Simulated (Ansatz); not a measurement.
## BeC2 (built on the sites of a database entry of BaC2): following an unstable mode

Aim: this structure of BeC2 (built on the sites of a database entry of BaC2) is to be tested for unstable modes, and one is followed downhill.

Main program and level: Ansatz 0.2.0; DFT PBE+D4, scalar-relativistic, plane waves, PAW.

This is a report of a sequence of runs, with most program output left out.

The structure was built from a prototype and need not be the compound's stable phase.

## Step 1: The structure

The structure is tetragonal, space group I4/mmm (No. 139). Conventional cell: a = 3.659 Å, b = 3.659 Å, c = 4.640 Å, α = 90.00°, β = 90.00°, γ = 90.00°. Nearest to Be lie 2 C at 1.70 Å. Nearest to C lie 1 C at 1.25 Å and 1 Be at 1.70 Å. Farther neighbours are not listed.

## Step 2: The dispersion

The cell comes from relaxations at this level that are not shown. Stability and thermal properties need the whole zone. Linear response on a 4×4×4 q mesh gives force constants as far as a supercell of that size would, and the tensors from the zone-centre run are typed in so that the long-range dipole term is interpolated apart.

The input, input.yaml:

```yaml
crystal:
  lattice:
    - [-1.8293136088, 1.8293136088, 2.3198747691]
    - [1.8293136088, -1.8293136088, 2.3198747691]
    - [1.8293136088, 1.8293136088, -2.3198747691]
  atoms:
    - { symbol: Be, position: [0.0, 0.0, 0.0] }
    - { symbol: C, position: [0.634445879, 0.634445879, 0.0] }
    - { symbol: C, position: [0.365554121, 0.365554121, 0.0] }
kpoints:
  mp_grid: { grid: [12, 12, 12] }
hamiltonian:
  xc: pbe
  dispersion: d4
scf:
  occupations: { method: fixed }
output:
  eigenvalues: true
phonons:
  method: dfpt
  qmesh: [4, 4, 4]
  temperatures: { t_max: 1000, t_step: 50 }
  qpath:
    path:
      - [[0.0, 0.0, 0.0], [0.0, 0.0, 0.5], [0.25, 0.25, 0.25], [0.0, 0.5, 0.0], [0.0, 0.0, 0.0], [0.5, 0.5, -0.5], [0.40544876, 0.59455124, -0.40544876]]
      - [[-0.40544876, 0.40544876, 0.40544876], [0.0, 0.0, 0.0]]
      - [[0.0, 0.0, 0.5], [-0.31089752, 0.31089752, 0.5]]
      - [[0.5, 0.5, -0.31089752], [0.5, 0.5, -0.5]]
    npoints: 10
  non_analytic_term:
    high_frequency_dielectric_tensor: [[5.822, 0.0, 0.0], [0.0, 5.822, 0.0], [0.0, 0.0, 7.2717]]
    born_effective_charges:
      - { species: Be, tensor: [[2.671, 0.0, 0.0], [0.0, 2.671, 0.0], [0.0, 0.0, 1.9113]] }
      - { species: C, tensor: [[-1.3355, 0.0, 0.0], [0.0, -1.3355, 0.0], [0.0, 0.0, -0.9557]] }
      - { species: C, tensor: [[-1.3355, 0.0, 0.0], [0.0, -1.3355, 0.0], [0.0, 0.0, -0.9557]] }
    source: "zone-centre run at this cell"
```

The run is started by

```bash
ansatz run input.yaml --threads 4 --pin off --max-ram 7168MiB --backend cpu --events-out ev --progress --plain --runs-dir out
```

Run time: 3.7 min. Hardware: 4 threads of Arm Neoverse V1, shared host; peak memory 1.4 GiB; 14 min of CPU time.

This step gave:

```yaml
gap_on_the_k_mesh: 2.400 eV
volume_per_atom: 10.35 Å³
sum_rule_residual_before_enforcement: 5.63e-5 eV/Å²
lowest_frequency_on_the_path: -406.4 cm⁻¹
point_group: 4/mmm
highest_frequency_on_the_path_or_at_a_solved_wavevector: 2026 cm⁻¹
highest_optical_mode_at_the_zone_centre_no_lo_to_term: 1979 cm⁻¹
lowest_optical_zone_centre_mode: -389.6 cm⁻¹
lowest_mode_on_the_q_mesh_acoustic_modes_at_gamma_apart: -406.4 cm⁻¹
```

Frequencies (cm⁻¹) solved at each irreducible wavevector; negative means imaginary. Frequencies by wavevector, by row:

```tsv
q in reciprocal lattice units	star	mode 1	mode 2	mode 3	mode 4	mode 5	mode 6	mode 7	mode 8	mode 9
0 0 0	1	-389.6	-389.6	0	0	0	429.4	429.4	1098	1979
0 0 0.25	4	-394.8	-70.5	96	110.2	367.4	393.8	435.5	1096	1989
0 0 -0.5	2	-406.4	-283.2	134.2	137.7	367.4	399.8	442.2	1093	1997
0 0.25 0	8	-312.4	103.9	126.1	173.8	371.8	420	433.1	1045	2001
0 0.25 0.25	16	-303	-214.5	157	313.6	392.8	412.6	436	1022	2010
0 -0.5 0	4	-261.8	147	209.4	226.6	410.3	422.3	610.8	913.1	2020
0 -0.5 0.25	8	-335.8	-165.3	215.2	222.4	414.2	429.7	609.2	904.6	2021
0.25 0.25 0.25	2	-341.9	-341.9	225.5	225.5	436.9	436.9	606.8	892.7	2022
0.25 0.25 -0.25	2	-338.5	-338.5	204.8	204.8	421.7	421.7	608.6	902.9	2023
0.25 -0.5 -0.5	8	-284.4	-213.2	288.2	300.6	401.9	402	423.6	1013	2019
0.25 -0.25 0.25	4	-242.6	137.9	156	239.4	354.4	399	401.6	1094	1999
0.25 -0.25 -0.5	4	-285.9	-142.7	177	243.6	373.7	380.2	407.2	1092	2007
-0.5 -0.5 -0.5	1	-298.9	-298.9	196	356.4	356.4	380.3	380.3	1089	2016
```

Interpolated from a 4×4×4 q mesh, with the LO-TO term (at Γ the limit along the path; where Γ stands inside the path, tables give the limit on arrival). The phonon branches at the labelled points (cm⁻¹):

```tsv
point	branch 1	branch 2	branch 3	branch 4	branch 5	branch 6	branch 7	branch 8	branch 9
Γ	-390	0	0	0	380	429	429	1098	1979
halfway	-395	-70	96	110	367	394	436	1096	1989
X	-406	-283	134	138	367	400	442	1093	1997
halfway	-375	-305	155	317	390	421	444	1019	2009
P	-342	-342	226	226	437	437	607	893	2022
halfway	-306	-230	225	227	423	428	609	902	2021
N	-262	147	209	227	410	422	611	913	2020
halfway	-312	104	126	174	372	420	433	1045	2001
Γ	-390	0	0	0	89	429	429	1125	1979
halfway	-338	-338	205	205	422	422	609	903	2023
M	-299	-299	196	356	356	380	380	1089	2016
halfway	-292	-283	195	353	356	381	382	1089	2016
S	-275	-235	192	344	354	384	385	1090	2014
jump to S0	-275	-235	192	344	354	384	385	1090	2014
halfway	-277	133	136	180	356	405	409	1096	1993
Γ	-390	0	0	0	380	429	429	1098	1979
jump to X	-406	-283	134	138	367	400	442	1093	1997
halfway	-286	-254	153	157	370	393	425	1092	2002
R	-288	-175	186	301	371	377	397	1091	2011
jump to G′	-288	-175	186	301	371	377	397	1091	2011
halfway	-294	-261	194	344	360	380	385	1090	2015
M	-299	-299	196	356	356	380	380	1089	2016
```

Symmetry leaves 13 wavevectors to solve. The lowest mode among them, the acoustic zeros apart, lies at q = (0, 0, -0.5) and is imaginary, 406.4i cm⁻¹, so the energy falls along it.

## Step 3: The mode frozen in, largest atomic shift 0 Å

The mode followed lies at q = (0, 0, -0.5) with frequency 406.4i cm⁻¹, the softest among the wavevectors solved. At small amplitude the distorted cell has space group no. 63 by a symmetry search on the positions. The undistorted cell that holds it gives the zero of energy on the same k mesh.

System of this step: BeC2 (built on the sites of a database entry of BaC2). It takes space group I4/mmm (No. 139, tetragonal). Conventional cell: a = 3.659 Å, b = 3.659 Å, c = 4.640 Å, α = 90.00°, β = 90.00°, γ = 90.00°. Nearest to Be lie 2 C at 1.70 Å. Nearest to C lie 1 C at 1.25 Å and 1 Be at 1.70 Å. Farther neighbours are not listed.

The input, input.yaml:

```yaml
crystal:
  lattice:
    - [-1.8293136088, 1.8293136088, 2.3198747691]
    - [1.8293136088, -1.8293136088, 2.3198747691]
    - [3.6586272175, 3.6586272175, 0.0]
  atoms:
    - { symbol: Be, position: [0.0, 0.0, 0.0] }
    - { symbol: Be, position: [0.5, 0.5, 0.5] }
    - { symbol: C, position: [0.134445879, 0.134445879, 0.5] }
    - { symbol: C, position: [0.634445879, 0.634445879, 0.0] }
    - { symbol: C, position: [0.865554121, 0.865554121, 0.5] }
    - { symbol: C, position: [0.365554121, 0.365554121, 0.0] }
kpoints:
  mp_grid: { grid: [8, 8, 6] }
hamiltonian:
  xc: pbe
  dispersion: d4
scf:
  occupations: { method: gaussian, width: 0.02 }
output:
  forces: true
  stress: true
  eigenvalues: true
```

Elapsed: 1.4 s, on 4 threads; peak memory 0.36 GiB.

This step gave:

```
pressure                         : 1.33e-4 GPa
energy from the undistorted cell : 0 meV/atom
```

At this level the gap is 2.40 eV on the k-mesh of the self-consistent run, which can miss the band edges.

## Step 4: The mode frozen in, largest atomic shift 0.45 Å

The atoms are moved along the unstable eigenvector, the largest shift by 0.45 Å, with the cell fixed.

input.yaml, the sections that differ from step 3:

```yaml
crystal:
  lattice:
    - [-1.8293136088, 1.8293136088, 2.3198747691]
    - [1.8293136088, -1.8293136088, 2.3198747691]
    - [3.6586272175, 3.6586272175, 0.0]
  atoms:
    - { symbol: Be, position: [-0.0869719795, 0.0869719795, 0.0] }
    - { symbol: Be, position: [0.5869719795, 0.4130280205, 0.5] }
    - { symbol: C, position: [0.0968183466, 0.1720734115, 0.5] }
    - { symbol: C, position: [0.6720734115, 0.5968183466, 0.0] }
    - { symbol: C, position: [0.8279265885, 0.9031816534, 0.5] }
    - { symbol: C, position: [0.4031816534, 0.3279265885, 0.0] }
# kpoints, hamiltonian, scf, output: as in step 3
```

Elapsed: 1.4 s, on 4 threads; peak memory 0.36 GiB; 5.1 s of CPU time.

Numbers from this step:

* pressure: -5.482 GPa
* gap on the k-mesh: 1.292 eV
* energy from the undistorted cell: -93.54 meV/atom

The energy, extrapolated to zero smearing, is -93.54 meV/atom against the undistorted cell.

The run ends at a pressure of -5.48 GPa, with forces up to 1.2 eV/Å.

## Step 5: Energy along the mode, all amplitudes (two of the runs are shown above)

An imaginary frequency means negative curvature, so the energy should fall and then rise again as anharmonic terms take over.

Numbers from this step:

| Property | Result |
| --- | --- |
| depth at the lowest point sampled | 93.54 meV/atom |
| largest atomic shift at that point | 0.45 Å |

The energy from the parent by largest atomic shift:

```tsv
largest atomic shift (Å)	energy from the parent (meV/atom)
0.000	0
0.040	-2.13
0.080	-8.37
0.140	-24.3
0.220	-53.0
0.320	-84.7
0.450	-93.5
0.600	2.96
```

Displacement at unit largest shift by atom:

```tsv
atom	x (Å)	y (Å)	z (Å)	size
Be1	0.707	-0.707	0.000	1.000
Be2	-0.707	0.707	0.000	1.000
C3	0.306	-0.306	0.000	0.433
C4	-0.306	0.306	0.000	0.433
C5	0.306	-0.306	0.000	0.433
C6	-0.306	0.306	0.000	0.433
```

The lowest of the steps tried is at 0.45 Å, 93.5 meV/atom below the parent; the bottom of the well need not coincide with a step.

## Step 6: Relaxation from the frozen mode

Starting from the lowest point found, all atoms and the cell are let go, so that strain and other modes of the same symmetry can join in.

input.yaml, as its differences from that of step 4:

```diff
@@ -18,3 +18,3 @@
 scf:
-  occupations: { method: gaussian, width: 0.02 }
+  occupations: { method: fixed }
 output:
@@ -23 +23,6 @@
   eigenvalues: true
+relax:
+  adjacent_minimum: "off"
+  f_tol: 0.002
+  max_steps: 120
+  cell: { stress_tol: 0.03 }
```

Elapsed: 27 s, on 4 threads; peak memory 0.39 GiB; 1.7 min of CPU time.

The steps of the relaxation:

```tsv
step	energy less that of the first step (eV)	largest force component (eV/Å)	pressure (GPa)	volume (Å³)
1	0.0000	1.1706	-5.48	62.11
2	-0.2045	0.3237	-2.64	62.03
3	-0.2652	0.1015	0.50	62.07
4	-0.2677	0.0508	-0.08	62.46
5	-0.2683	0.0237	-0.09	62.68
6	-0.2684	0.0367	-0.12	62.68
7	-0.2684	0.0030	-0.01	62.71
8	-0.2684	0.0001	0.00	62.72
9*	-0.2761	0.0010	0.13	62.72
10	-0.2759	0.0142	0.08	63.43
11	-0.2753	0.0200	0.05	63.58
12	-0.2755	0.0250	-0.10	63.56
13	-0.2758	0.0011	0.01	63.48
14	-0.2756	0.0028	0.00	63.54
15	-0.2757	0.0004	0.00	63.54
16*	-0.2777	0.0009	0.01	63.54
17	-0.2775	0.0013	0.00	63.64
18*	-0.2777	0.0013	0.00	63.64
```

Relaxation steps marked * repeat the geometry before them on a plane-wave basis chosen anew for their cell, so energy and pressure can jump there. Relaxation steps 11, 12 were tried and not accepted.

Forces are held to the 8 operations that the run works with; a distortion that breaks them can't arise in this run.

```tsv
conventional cell, symmetrised	before	after	change
a (Å)	4.640	4.425	-4.6 %
b (Å)	5.174	5.124	-1.0 %
c (Å)	5.174	5.614	+8.5 %
volume (Å³/atom)	10.35	10.61	+2.5 %
```

The atoms that moved most (Å, as changes of fractional coordinates times the final cell):

```tsv
atom	dx	dy	dz	length
C5	0.074	-0.074	-0.029	0.109
C6	-0.074	0.074	-0.029	0.109
C4	-0.074	0.074	0.029	0.109
C3	0.074	-0.074	0.029	0.109
Be1	-0.058	0.058	0.000	0.082
Be2	0.058	-0.058	0.000	0.082
```

The relaxed structure:

```cif
data_structure
_symmetry_space_group_name_H-M 'P 1'
_symmetry_Int_Tables_number 1
_cell_length_a 3.3851
_cell_length_b 3.3851
_cell_length_c 5.6137
_cell_angle_alpha 90.000
_cell_angle_beta 90.000
_cell_angle_gamma 98.373
_cell_volume 63.64
loop_
_atom_site_label
_atom_site_type_symbol
_atom_site_fract_x
_atom_site_fract_y
_atom_site_fract_z
_atom_site_occupancy
Be1 Be 0.92910 0.07090 0.00000 1
Be2 Be 0.57090 0.42910 0.50000 1
C3 C 0.08291 0.19923 0.50000 1
C4 C 0.69923 0.58291 0.00000 1
C5 C 0.80077 0.91709 0.50000 1
C6 C 0.41709 0.30077 0.00000 1
```

Numbers from this step:

```
pressure          : -2.52e-4 GPa
gap on the k-mesh : 1.851 eV
volume per atom   : 10.61 Å³
```

The distorted start has space group Cmcm; the relaxation ends in Cmcm.

## Step 7: The new phase in its own primitive cell

The relaxed structure is symmetrised, reduced to its primitive cell and relaxed tightly, as its phonons need.

The input, input.yaml:

```yaml
crystal:
  lattice:
    - [2.2125160756, -2.5619891112, 0.0]
    - [2.2125160756, 2.5619891112, 0.0]
    - [0.0, 0.0, 5.6137388056]
  atoms:
    - { symbol: Be, position: [0.8209002484, 0.1790997516, 0.75] }
    - { symbol: Be, position: [0.1790997516, 0.8209002484, 0.25] }
    - { symbol: C, position: [0.9492339893, 0.332912626, 0.25] }
    - { symbol: C, position: [0.332912626, 0.9492339893, 0.75] }
    - { symbol: C, position: [0.667087374, 0.0507660107, 0.25] }
    - { symbol: C, position: [0.0507660107, 0.667087374, 0.75] }
kpoints:
  mp_grid: { grid: [8, 8, 4] }
hamiltonian:
  xc: pbe
  dispersion: d4
scf:
  occupations: { method: fixed }
output:
  forces: true
  stress: true
  eigenvalues: true
relax:
  adjacent_minimum: "off"
  f_tol: 0.001
  max_steps: 60
  cell: { stress_tol: 0.01 }
```

The job ended after 6.2 s (4 threads; peak memory 0.38 GiB; 23 s of CPU time).

Little changed from the start: no atom moved by 0.005 Å and no cell edge by 0.1 %.

This step gave:

| Item | Value |
| --- | --- |
| pressure | 0.003860 GPa |
| direct gap on mesh | 1.868 eV |

The largest force component left is 0.83 meV/Å and the pressure is 0.004 GPa, within the tolerances set. The cell now holds 10.61 Å³/atom.

## Step 8: Modes of the new phase, k-mesh 8×8×4

A relaxed structure may still be a saddle point, so its zone-centre modes are computed. The response to a homogeneous field gives the Born charges and the dielectric tensor, and its change with displacement the Raman tensors.

The input, input.yaml:

```yaml
crystal:
  lattice:
    - [2.2124692098, -2.5617535385, 0.0]
    - [2.2124692098, 2.5617535385, 0.0]
    - [0.0, 0.0, 5.614433977]
  atoms:
    - { symbol: Be, position: [0.8209410574, 0.1790589426, 0.75] }
    - { symbol: Be, position: [0.1790589426, 0.8209410574, 0.25] }
    - { symbol: C, position: [0.9492093955, 0.3329458087, 0.25] }
    - { symbol: C, position: [0.3329458087, 0.9492093955, 0.75] }
    - { symbol: C, position: [0.6670541913, 0.0507906045, 0.25] }
    - { symbol: C, position: [0.0507906045, 0.6670541913, 0.75] }
kpoints:
  mp_grid: { grid: [8, 8, 4] }
hamiltonian:
  xc: pbe
  dispersion: d4
scf:
  occupations: { method: fixed }
output:
  eigenvalues: true
phonons:
  method: dfpt
  dielectric: true
  rigid_motions: translations
  raman: true
```

Wall time 2.3 min (4 threads); peak memory 1.3 GiB.

Numbers from this step:

* sum-rule residual before enforcement: 6.55e-4 eV/Å²
* miss of the charge sum rule: 0.008070 e
* estimated error of the dielectric tensor: 0.02041
* estimated error of the Born charges: 0.009370 e
* point group: mmm
* highest optical mode at the zone centre (no LO-TO term): 1978 cm⁻¹
* lowest optical zone-centre mode: -110.1 cm⁻¹
* mean high-frequency dielectric constant: 5.118
* largest Born charge (third of the trace): 1.720 e
* top of the zone-centre spectrum with the field: 1979 cm⁻¹

Without the LO-TO term. Patterns of degenerate modes are one choice out of their space. Modes at Γ, with each element's share of the kinetic energy (negative means imaginary):

```tsv
mode	frequency (cm⁻¹)	symmetry	Be %	C %
1	-110.1	B1u	73	27
2	-89.1	B3g	71	29
3	0.0	acoustic	27	73
4	0.0	acoustic	27	73
5	0.0	acoustic	27	73
6	104.4	B1g	28	72
7	123.1	Ag	28	72
8	342.4	Au	0	100
9	366.5	B2g	0	100
10	402.3	B3g	29	71
11	418.8	B1g	2	98
12	428.4	B3u	2	98
13	619.9	B2u	73	27
14	623.0	Ag	72	28
15	970.4	B3u	71	29
16	972.3	B1g	70	30
17	1971.2	Ag	0	100
18	1978.2	B2u	0	100
```

Displacements in mode 1 (-110.1 cm⁻¹), the largest set to 1:
```
Be1  0.00  0.00  1.00
Be2  0.00  0.00  1.00
C3   0.00  0.00 -0.38
C4   0.00  0.00 -0.38
C5   0.00  0.00 -0.38
C6   0.00  0.00 -0.38
```

Displacements in mode 14 (623.0 cm⁻¹), the largest set to 1:
```
Be1  0.00 -1.00  0.00
Be2  0.00  1.00  0.00
C3   0.03 -0.38  0.00
C4   0.03  0.38  0.00
C5  -0.03 -0.38  0.00
C6  -0.03  0.38  0.00
```

Optical modes at the zone centre, without and with the macroscopic field of the longitudinal modes; each column is sorted by frequency, so a row need not hold one and the same mode. Modes with and without the field, by row:

```tsv
rank among optical modes	no field (cm⁻¹)	q along (1, 0, 0) (cm⁻¹)	q along (0, 1, 0) (cm⁻¹)	q along (0, 0, 1) (cm⁻¹)
1	-110.1	-110.1	-110.1	-89.1
2	-89.1	-89.1	-89.1	104.4
3	104.4	104.4	104.4	123.1
4	123.1	123.1	123.1	342.4
5	342.4	342.4	342.4	366.5
6	366.5	366.5	366.5	402.3
7	402.3	402.3	402.3	418.8
8	418.8	418.8	418.8	428.4
9	428.4	453.1	428.4	429.2
10	619.9	619.9	623	619.9
11	623	623	718.8	623
12	970.4	972.3	970.4	970.4
13	972.3	1016	972.3	972.3
14	1971	1971	1971	1971
15	1978	1978	1979	1978
```

Born charge (rows field, columns displacement) (e), principal values of the symmetric part by kind of site:

```tsv
atom	atoms with these values	low	middle	high	mean
Be1	2	1.59	1.63	1.94	1.72
C3	4	-1.21	-0.97	-0.40	-0.86
```

In full for Be1:

```
1.63 0.00 0.00
0.00 1.59 0.00
0.00 0.00 1.94
```

High-frequency dielectric tensor:

```
6.26 0.00 0.00
0.00 4.58 0.00
0.00 0.00 4.51
```

Transverse modes; imaginary modes are left out. Infrared lines, with heights relative to the strongest:

```tsv
position (cm⁻¹)	label	relative intensity
104	B1g	0.0
123	Ag	0.0
342	Au	0.0
366	B2g	0.0
402	B3g	0.0
419	B1g	0.0
428	B3u	25
620	B2u	100
623	Ag	0.0
970	B3u	90
972	B1g	0.0
1971	Ag	0.0
1978	B2u	1.9
```

Activity x (w_L - w)^4 (n + 1)/w, 532 nm, 300 K; imaginary modes are left out; the tensors are static ones, while 532 nm light lies above the computed direct gap, where resonance would change the heights; modes without the macroscopic field alone. Raman lines, with heights relative to the strongest:

```tsv
position (cm⁻¹)	label	relative intensity
104	B1g	0.1
123	Ag	1.9
342	Au	0.0
366	B2g	19
402	B3g	0.5
419	B1g	38
428	B3u	0.0
620	B2u	0.0
623	Ag	0.9
970	B3u	0.0
972	B1g	0.2
1971	Ag	100
1978	B2u	0.0
```

Before it was imposed, the acoustic sum rule was missed by 6.6e-4 eV/Å² and the charge sum rule by 0.0081 e. Small misses are needed for a sound result but don't prove that mesh and cutoff are converged. The lowest optical mode is imaginary, 110.1i cm⁻¹, so the energy falls along it.

The log warns of the k mesh: “the force constants stand on the 8×8×4 k-mesh, whose period is 13.93 times the interband length at k = (0.0000, 0.0000, 0.0000), direct gap 1.868 eV, under 14: take them and everything formed from them as unconverged”.

## Step 9: What came out

```
unstable mode of the parent                                                      : q = (0, 0, -0.5), 406i cm⁻¹
depth at the lowest point sampled                                                : 93.5 meV/atom
largest atomic shift at that point                                               : 0.45 Å
space group reached (within 0.01 Å)                                              : Cmcm
energy gained over the parent (first relaxation, on the mesh of the frozen mode) : 140 meV/atom
volume per atom, phase reached                                                   : 10.6 Å³
gap on the k-mesh, phase reached                                                 : 1.85 eV
lowest optical zone-centre mode, phase reached                                   : -110 cm⁻¹
highest optical mode at the zone centre (no LO-TO term), phase reached           : 1978 cm⁻¹
```

**Reading.** Along this mode the structure falls into Cmcm, 140 meV/atom below the parent. At the parent's cell the well is 93.54 meV/atom deep on the steps tried, with its lowest point at a shift of 0.45 Å. Relaxing atoms and cell changes the gain by +46.29 meV/atom against the lowest step (energies at zero smearing). The new phase still has an imaginary mode at the zone centre of its cell, so it is a saddle point on the way to a lower structure. Of the 2 patterns followed to their end from this parent, this one reaches the lowest energy. Each path keeps the symmetry of its pattern, so a lower phase may lie along a pattern not tried. With the field response the log warns that the k mesh is coarse for the force constants too, so the frequencies may not be converged. The program warns that the interpolation holds no quadrupole term, so branches close to Γ can be off in this crystal. In the phonons the program treats the change of the C6 weights of the dispersion term with coordination only in part. The starting cell was built on a prototype and not taken from a measurement, so the phase need not exist.

[Logs are printed without paths, hosts, clocks, repeated set-up lines and the standing remarks that a program may print on its own settings, such as how far it seeks lower states.]

[Hosts, paths, dates, database ids (printed as entryN), source tags and the programs' standing remarks are cut or masked in the printed files.]
